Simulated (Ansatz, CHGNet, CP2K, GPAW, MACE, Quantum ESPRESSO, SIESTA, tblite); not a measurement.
# The unslipped end of a generalised stacking fault on (111) of Pb (72 atoms) in CP2K, part 2 of 2

Wanted: CP2K inputs and outputs for the unslipped end of a generalised stacking fault on (111) of Pb (72 atoms), checked against a plane-wave reference.

Program: CP2K 2026.2; the method stands at each step. Banners, paths, timers and routine set-up lines are dropped from the logs unmarked, and long logs keep their key lines alone; longer cuts are marked.

So far. Step 2 (PBE, DZVP-MOLOPT-SR, 350/50 Ry, diagonalisation): Forces lie 3.9 % from the reference's, at 0.050 times its CPU time. Step 3 (PBE, DZVP-UZH, 350/50 Ry, diagonalisation): Against the first run (3.9 %), the force difference from the reference is 16 %, at 0.69 times the CPU time, with 936 basis functions against 936; this set comes with other potentials too, so the change isn't the basis's alone.

### Step 4. PBE, DZVP-MOLOPT-SR, 244/50 Ry, diagonalisation

Method: Kohn-Sham DFT, PBE, GTH-PBE pseudopotentials, Gaussian and plane waves, DZVP-MOLOPT-SR-GTH, diagonalisation.

File input.inp:

```
&GLOBAL
  PROJECT cell
  RUN_TYPE ENERGY_FORCE
  PRINT_LEVEL LOW
&END GLOBAL
&FORCE_EVAL
  METHOD QS
  STRESS_TENSOR ANALYTICAL
  &DFT
    BASIS_SET_FILE_NAME BASIS_MOLOPT
    POTENTIAL_FILE_NAME GTH_POTENTIALS
    &MGRID
      CUTOFF 244
      REL_CUTOFF 50
    &END MGRID
    &QS
      EPS_DEFAULT 1.0E-12
    &END QS
    &SCF
      SCF_GUESS ATOMIC
      EPS_SCF 5.0E-06
      MAX_SCF 200
      ADDED_MOS 32
      &DIAGONALIZATION
        ALGORITHM STANDARD
      &END DIAGONALIZATION
      &SMEAR ON
        METHOD FERMI_DIRAC
        ELECTRONIC_TEMPERATURE [K] 580
      &END SMEAR
      &MIXING
        METHOD BROYDEN_MIXING
        ALPHA 0.15
        NBROYDEN 12
      &END MIXING
      &PRINT
        &RESTART OFF
        &END RESTART
      &END PRINT
    &END SCF
    &XC
      &XC_FUNCTIONAL PBE
      &END XC_FUNCTIONAL
    &END XC
    &PRINT
      &MULLIKEN ON
      &END MULLIKEN
      &HIRSHFELD ON
        SHAPE_FUNCTION DENSITY
      &END HIRSHFELD
      &MO ON
        EIGENVALUES T
        OCCUPATION_NUMBERS T
        MO_INDEX_RANGE 133 156
        &EACH
          QS_SCF 0
        &END EACH
        ADD_LAST NUMERIC
      &END MO
    &END PRINT
  &END DFT
  &SUBSYS
    &CELL
      A 10.50054 0.00000 0.00000
      B 0.00000 12.12497 0.00000
      C 0.00000 0.00000 17.24730
    &END CELL
    &COORD
      SCALED
[... 72 atom lines left out: the same atoms as in the first run ...]
    &END COORD
    &KIND Pb
      BASIS_SET DZVP-MOLOPT-SR-GTH-q4
      POTENTIAL GTH-PBE-q4
    &END KIND
  &END SUBSYS
  &PRINT
    &FORCES ON
    &END FORCES
    &STRESS_TENSOR ON
    &END STRESS_TENSOR
  &END PRINT
&END FORCE_EVAL
```

The run is started by

```console
OMP_NUM_THREADS=1 mpirun -np 4 cp2k.psmp -i input.inp > output.txt
```

Numbers of over 12 decimals in the logs are rounded to 6 here.

The program printed:

```text
CP2K| version string:                                       CP2K version 2026.2
 CP2K| Input file name                                                 input.inp
 GLOBAL| Basis set file name                                        BASIS_MOLOPT
 GLOBAL| Potential file name                                      GTH_POTENTIALS
[... lines left out ...]
 Number of electrons:                                                        288
[... lines left out ...]
  Step     Update method      Time    Convergence         Total energy    Change
[... lines left out ...]
  *** SCF run converged in    14 steps ***
[... lines left out ...]
  Fermi energy:                                                 0.162560
  Total energy:                                              -257.395382
  Total energy (extrapolated to T->0):                       -257.384695
[... lines left out ...]
 MO| E(Fermi):            0.162560 a.u.          4.423484 eV
[... lines left out ...]
 ENERGY| Total FORCE_EVAL ( QS ) energy [hartree]           -257.395346
[... lines left out ...]
 FORCES|      1 -1.71888025E-03  3.21758719E-04  4.39210527E-03   4.72743764E-03
 FORCES|      2  6.06678113E-03  1.65266665E-03 -5.58677208E-03   8.41125214E-03
 FORCES|      3  8.85687180E-04  2.48722332E-03  2.48029404E-03   3.62251020E-03
[...]
FORCES|     71 -3.10497696E-03  3.09771231E-03 -3.24221550E-03   5.45423366E-03
 FORCES|     72  7.32246061E-03 -3.24814086E-03 -1.29514587E-03   8.11457030E-03
 FORCES| Sum    -5.74892297E-08 -1.51560539E-07  4.97377721E-08
 FORCES| Total atomic force                                       1.69556641E-07
 STRESS| Analytical stress tensor [bar]
 STRESS|                        x                   y                   z
 STRESS|      x        7.41123560766E+04   3.26631007740E+02  -2.54758405146E+01
 STRESS|      y        3.26631007740E+02  -3.64413473354E+04   8.01430688255E+03
 STRESS|      z       -2.54758405146E+01   8.01430688255E+03   4.96915711908E+04
 STRESS| 1/3 Trace                                             2.91208599773E+04
```

The job ended after 57 s (4 MPI ranks of Arm Neoverse V2, shared host; peak memory 3.7 GiB; 3.8 min of CPU time).

Compared with the plane-wave run:

```
r.m.s. force component                          : 0.1588 eV/Å
r.m.s. difference of force components           : 6.179 meV/Å
longest difference of force vectors             : 21.84 meV/Å
force difference over r.m.s. force              : 3.933 %
slope of forces against the reference's         : 1.01
correlation of force components                 : 0.9993
pressure                                        : 2.912 GPa
pressure difference                             : 0.1711 GPa
energy less the same-level run's                : 0 meV/atom
r.m.s. force difference from the same-level run : 0.002 meV/Å
```

Against the first run (3.9 %), the force difference from the reference is 3.9 %, at 0.81 times the CPU time: the change moves forces by under 0.01 meV/Å r.m.s., so most of the difference comes from elsewhere.

### Step 5. Side by side

Differences are against the plane-wave reference, forces as r.m.s. over components; share is that over the reference's r.m.s. force, slope the least-squares factor from reference forces to these. Total energies of different programs have different zeros and aren't compared.

```tsv
run	Δ force, r.m.s. (meV/Å)	share (%)	slope	Δ pressure (GPa)	cores	CPU time	memory (GiB)
reference	-	-	-	-	4	1.6 h	6.9
CP2K PBE, DZVP-MOLOPT-SR, 350/50 Ry, diagonalisation	6.18	3.93	1.010	0.171	4	4.7 min	4.7
CP2K PBE, DZVP-UZH, 350/50 Ry, diagonalisation	24.8	15.8	1.119	1.56	4	3.2 min	4.8
CP2K PBE, DZVP-MOLOPT-SR, 244/50 Ry, diagonalisation (coarse)	6.18	3.93	1.010	0.171	4	3.8 min	3.7
```

Rows marked coarse were listed beforehand as settings not expected to be converged; some can still land near the reference.

CPU time is summed over cores on a shared host, where runs went side by side, so it is rough. Symmetry, cutoffs, thresholds, outputs and thread counts weren't matched or tuned between programs; memory under MPI is the largest rank's times the ranks.

Within one program, basis, potentials and functional, energies share a zero. Each run against its twin at the usual cutoff or grid and solver:

```tsv
run	twin	Δ energy (meV/atom)	Δ force, r.m.s. (meV/Å)	CPU time over the twin's
CP2K PBE, DZVP-MOLOPT-SR, 244/50 Ry, diagonalisation	DZVP-MOLOPT-SR, 350/50 Ry, diagonalisation	0	0.002	0.81
```

### Step 6. Outcome

```yaml
nearest_in_forces: a tie at 3.9 % of 2 runs: CP2K PBE, DZVP-MOLOPT-SR, 350/50 Ry, diagonalisation; CP2K PBE, DZVP-MOLOPT-SR, 244/50 Ry, diagonalisation (coarse)
```

The PBE runs in local orbitals, coarse settings apart, differ by 3.9 % (CP2K PBE, DZVP-MOLOPT-SR, 350/50 Ry, diagonalisation) to 16 % (CP2K PBE, DZVP-UZH, 350/50 Ry, diagonalisation); basis, grid and potentials can all enter. Runs with settings chosen to be coarse differ by 3.9 % (CP2K PBE, DZVP-MOLOPT-SR, 244/50 Ry, diagonalisation), their programs' other errors included. Of the electronic-structure runs that take under half the reference's CPU time, CP2K PBE, DZVP-MOLOPT-SR, 244/50 Ry, diagonalisation is among the nearest, at 3.9 % in 3.8 min against 1.6 h. CP2K PBE, DZVP-UZH, 350/50 Ry, diagonalisation stiffens the forces by a factor of 1.12 while following their directions (correlation 0.996); the slopes of the 3 CP2K runs lie between 1.01 and 1.12. In pressure, CP2K PBE, DZVP-UZH, 350/50 Ry, diagonalisation misses by +1.6 GPa, at the same functional. The potentials hold different valence shells: 1008 electrons in the reference, 288 in CP2K with DZVP-UZH; this bears on time and differences. The reference's pressure holds the uncorrected Pulay stress of its 45 Ry basis, so small pressure differences, and their order, may be the reference's own error. The reference's stress is far from hydrostatic: its diagonal is 7.3, -3.5, 4.5 GPa, compression counted positive. The host structure and its lattice constant were typed by rule, without a check against the phase diagram. The reference's pressure of 2.7 GPa says that the cell would expand at this level of theory. The electronic-structure runs sample only Γ, in a cell whose shortest periodic width is 11 Å, which is coarse for a cell with partly filled levels. Spin–orbit coupling is left out, which matters for the levels of the heavy elements.

[Also dropped from logs without a mark: logging warnings of Python, and SIESTA's first energy breakdown and zero terms.]

[Logs are printed without paths, hosts, clocks, repeated set-up lines and the standing remarks that a program may print on its own settings, such as how far it seeks lower states.]

[Hosts, paths, dates, database ids (printed as entryN), source tags and the programs' standing remarks are cut or masked in the printed files.]
